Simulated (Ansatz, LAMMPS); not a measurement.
# Glassy 47SiO2-23SrO-30Li2O (mol %) (119 atoms) under strain: runs compared

How stiff is glassy 47SiO2-23SrO-30Li2O (mol %) (119 atoms), and how do its levels respond to strain?

Computed with Ansatz 0.2.0: Kohn-Sham DFT, revPBE, PAW (set soft_2), plane waves.

## 1. The cell as built

The cell holds 119 atoms: 20 Si, 10 Sr, 26 Li and 63 O. Its edges and angles: a = 11.438 Å, b = 11.438 Å, c = 11.438 Å, α = 90.0°, β = 90.0°, γ = 90.0°. 119 atoms (20 Si, 10 Sr, 26 Li, 63 O) placed at random at 2.99 g/cm³, melted at 4000 K for 10 ps at fixed volume with the Morse and Coulomb pair potential with partial charges (Pedone, Malavasi, Menziani, Cormack and Segre, J. Phys. Chem. B 110, 11780 (2006)). Quenched from 4000 K to 300 K at 25 K/ps and fixed volume, held 10 ps at zero pressure.

Limits known from the start: The quench rate of 25 K/ps far exceeds what a furnace or splat quench reaches, so expect more defects and frozen-in strain than in a real sample. The network of bonds at the start is that of the classical potential that made the cell, and needn't be the one that DFT or experiment would give. The Brillouin zone is sampled at Γ only.

## 2. The reference run

The reference is a single point at the end of the relaxation.

Every strained cell starts from the geometry of this run, and its atoms are relaxed with the cell held.

Its input, with most atom lines left out:

```yaml
crystal:
  lattice:
    - [11.38815, 0.00575, -0.23651]
    - [0.00575, 11.87601, 0.16851]
    - [-0.23651, 0.16851, 11.4888]
  atoms:
    - { symbol: Si, position: [0.65116, 0.80876, 0.83868] }
    - { symbol: Si, position: [0.79442, 0.38235, 0.55496] }
    - { symbol: Si, position: [0.88085, 0.25376, 0.79304] }
    - { symbol: Si, position: [0.16375, 0.75021, 0.38981] }
    - { symbol: Si, position: [0.4399, 0.13464, 0.53069] }
    - { symbol: Si, position: [0.90474, 0.90459, 0.10903] }
    - { symbol: Si, position: [0.58903, 0.08568, 0.30858] }
    [... atom lines 8 to 119 left out ...]
kpoints:
  mp_grid: { grid: [1, 1, 1] }
hamiltonian:
  xc: revpbe
scf:
  occupations: { method: fixed }
output:
  forces: true
  stress: true
  populations: intrinsic
  dos:
    method: { smearing: { sigma: 0.1 } }
    de: 0.1
    projected: { site_lists: { Li: [Li], O: [O], Si: [Si], Sr: [Sr] } }
  eigenvalues: true
  write_density: true
  write_potential: true
  volumetric_format: npy
  elf: true
```

```
free energy per atom   : -752.6548 eV/atom
r.m.s. force component : 0.00829 eV/Å
pressure               : 0.01422 GPa
```

Filled and empty levels are parted by 3.57 eV (at Γ alone); a semilocal functional tends to put such gaps too low. In a disordered cell it changes from sample to sample, and tail or defect levels can set it.

## 3. The runs

Each row is one run, on 4 threads of Arm Neoverse V2, shared host. The free energy is the program's total, comparable only between runs with the same functional, potentials and atoms.

```
                                 run  atoms    outcome  ionic steps, all passes  free energy (eV)     time  host memory (GiB)
           Single point at the start    119  converged                        -        -89552.014     16 s                1.9
              Cell and atoms relaxed    119  converged                       48        -89565.916   11 min                1.9
Single point at the relaxed geometry    119  converged                        -        -89565.916     28 s                2.2
                         Volume -3 %    119  converged                        7        -89565.702  2.3 min                2.1
                         Volume +3 %    119  converged                        9        -89565.763  3.2 min                2.2
                         Volume -6 %    119  converged                       17        -89565.088  5.3 min                2.1
                         Volume +6 %    119  converged                        9        -89565.313  3.3 min                2.2
                        Volume -10 %    119  converged                       17        -89563.581  4.9 min                2.0
            Stretched by 1 % along x    119  converged                        5        -89565.886    100 s                2.2
           Compressed by 1 % along x    119  converged                        5        -89565.872     92 s                2.1
                Sheared by 2 % in xy    119  converged                        8        -89565.884  2.8 min                2.1
```

In some runs the program notes that the SCF threshold is loose for the stress.

## 4. Pressure against volume

Atoms are relaxed at each volume, in the scaled cell.

```
volume change (%)  volume (Å³/atom)  energy change (meV/atom)  pressure (GPa)  largest move on relaxing (Å)  bonds  gap (eV)
              -10            11.744                     19.62            5.40                          0.86    257                3.59
               -6            12.266                      6.96            3.10                          0.52    248                3.69
               -3            12.657                      1.80            1.54                          0.14    239                3.65
               +0            13.049                      0.00            0.01                             -    238                3.57
               +3            13.440                      1.29           -1.07                          0.22    233                3.53
               +6            13.832                      5.07           -1.98                          0.37    229                3.51
```

## 5. Uniaxial strain and shear

Stress (GPa, compression positive) less that of the relaxed cell, atoms relaxed:

```
                   strain      xx      yy      zz      xy  energy change (meV/atom)
 stretched by 1 % along x  -0.757  -0.190  -0.192  -0.057                      0.26
compressed by 1 % along x   0.934   0.282   0.264   0.100                      0.37
     sheared by 2 % in xy  -0.142  -0.116  -0.011  -0.411                      0.27
```

## 6. Outcome

The bulk modulus, from the slope of pressure against ln V over the three points nearest the relaxed volume, is 43.5 GPa; between neighbouring points the slope runs 53, 50, 50, 37 and 32 GPa from the smallest volume up, without a steady fall, so no pressure derivative is given. The count of bonds runs from 229 to 257 over the series, so at some points contacts cross the cutoffs. At -10 % and -6 % some atom moved by over 0.5 Å on relaxing, so those points may sit in another local minimum. The gap goes from 3.59 eV at the smallest volume to 3.51 eV at the largest, not monotonically (lowest 3.51, highest 3.69 eV), on the run's k-points. In the Cartesian axes of the cell, finite differences give C11 = 84.5, C12 = 23.6, C13 = 22.8 and C66 = 20.5 GPa (the shear of 2 % is the engineering strain, εxy = 0.01). The mean of C11, C12 and C13, which equals the bulk modulus in a cubic or isotropic solid, is 43.6 GPa: it agrees with the bulk modulus within 10 %. For an isotropic solid C66 would equal (C11 − C12)/2 = 30.5 GPa; so small a sample needn't be isotropic, and C66 rests on one shear. With the bulk modulus and C66 as K and G, Young's modulus would be about 53 GPa and Poisson's ratio 0.30.

**Limits.** Strains are finite and relaxations stop at the force tolerance of the input, which can leave moduli too stiff; they are those of a static cell at zero temperature. Volumes are changed with the cell's shape held, so in an anisotropic solid the modulus lies over the one under free hydrostatic load. The program notes that the SCF threshold of the relaxations is loose for the stress.

The DFT runs together took 37 min of wall time.

[Logs are printed without paths, hosts, clocks, repeated set-up lines and the standing remarks that a program may print on its own settings, such as how far it seeks lower states.]

[Hosts, paths, dates, database ids (printed as entryN), source tags and the programs' standing remarks are cut or masked in the printed files.]
